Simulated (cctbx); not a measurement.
# Occupancies in LiFeAg2Cl6

Cell a = 9.4400 Å, b = 9.4400 Å, c = 9.4400 Å, α = 90.00°, β = 90.00°, γ = 90.00°; space group Fm-3m (no. 225); nominal formula LiFeAg2Cl6.

Simulated single-crystal data (cctbx): Mo Kα, λ = 0.71073 Å, to d = 0.75 Å, 80 % of the full sphere, strongest reflection 70000 counts, noise from counting, a 4 % proportional error and a noise floor of 15 counts (s.d.); no absorption.

With every site full:

```text
Rint 0.033, 78 unique reflections to 0.76 A
cycle     R1     wR2    GooF  max shift (A)
   1  0.1308  0.3609  27.281   0.00033
   2  0.0120  0.0321   2.428   0.00001
final R1 0.0120 wR2 0.0321 GooF 2.428  parameters 6  data/parameter 13.0
atom        x        y        z      Ueq    occ   su(xyz)  su(Uiso or U11)
Ag1    0.25000  0.75000  0.75000   0.0231  1.000  0.00000  0.0002
Fe2    0.00000  0.00000  0.00000   0.0122  1.000  0.00000  0.0003
Cl1    0.00000  0.00000  0.75624   0.0403  1.000  0.00011  0.0005
Li1    0.50000  0.00000  0.00000   0.0551  1.000  0.00000  0.0057
difference map: max 0.69 min -0.38 rms 0.07
Q1    0.0000  0.0000  0.0000    4    0.69  0.00 A from Fe2
Q2    0.0000  0.0000  0.5000    4    0.29  0.00 A from Li1
Q3    0.1311  0.1311  0.3689   32    0.22  1.94 A from Ag1
Q4    0.1263  0.1263  0.1263   32    0.20  2.02 A from Cl1
Q5    0.0000  0.1340  0.3660   48    0.14  1.71 A from Cl1
Q6    0.1125  0.1125  0.2624   96    0.13  1.51 A from Cl1
```

With the occupancies of the suspect sites free, each still typed as its main element:

```text
Rint 0.033, 78 unique reflections to 0.76 A
cycle     R1     wR2    GooF  max shift (A)
   1  0.1956  0.4350  33.351   0.00011
  10  0.0061  0.0127   0.972   0.00002
final R1 0.0061 wR2 0.0126 GooF 0.968  parameters 8  data/parameter 9.8
atom        x        y        z      Ueq    occ   su(xyz)  su(Uiso or U11)
Ag1    0.25000  0.75000  0.75000   0.0226  0.984  0.00000  0.0001
Fe2    0.00000  0.00000  0.00000   0.0141  1.033  0.00000  0.0001
Cl1    0.00000  0.00000  0.75628   0.0409  1.000  0.00004  0.0003
Li1    0.50000  0.00000  0.00000   0.0516  1.000  0.00000  0.0022
su of occupancy Ag1: 0.004
su of occupancy Fe2: 0.006
difference map: max 0.19 min -0.20 rms 0.04
Q1    0.1289  0.1289  0.3711   32    0.21  1.98 A from Ag1
Q2    0.1245  0.1245  0.1245   32    0.18  2.01 A from Cl1
Q3    0.1158  0.1158  0.2578   96    0.13  1.55 A from Cl1
Q4    0.0000  0.1345  0.3655   48    0.13  1.71 A from Cl1
Q5    0.0000  0.1212  0.1212   48    0.09  1.62 A from Fe2
Q6    0.1641  0.1641  0.1641   32    0.09  1.40 A from Ag1
```

**Question.** What is the disorder?

X-rays count electrons. Ag1 refines to 0.984(0.004), or 46.2 electrons; the site truly holds 0.975 Ag and 0.025 Fe, 46.5 electrons, which is 0.989 of Ag; Fe2 refines to 1.033(0.006), or 26.9 electrons; the site truly holds 0.95 Fe and 0.05 Ag, 27.1 electrons, which is 1.040 of Fe. A value under 1 can't tell vacancies from a lighter guest, and one over 1 needs a heavier guest; chemistry or a second radiation must settle which. Occupancy correlates with U and the scale, and the two elements' form factors differ in shape, so the match is approximate.

Freeing them takes R1 from 0.0120 to 0.0061 and GooF from 2.43 to 0.97.

The model is made up (kin elements in a known structure type, no relaxation), so it says nothing on whether the phase exists.

[Middle refinement cycles are left out of these outputs.]

[Logs are printed without paths, hosts, clocks, repeated set-up lines and the standing remarks that a program may print on its own settings, such as how far it seeks lower states.]
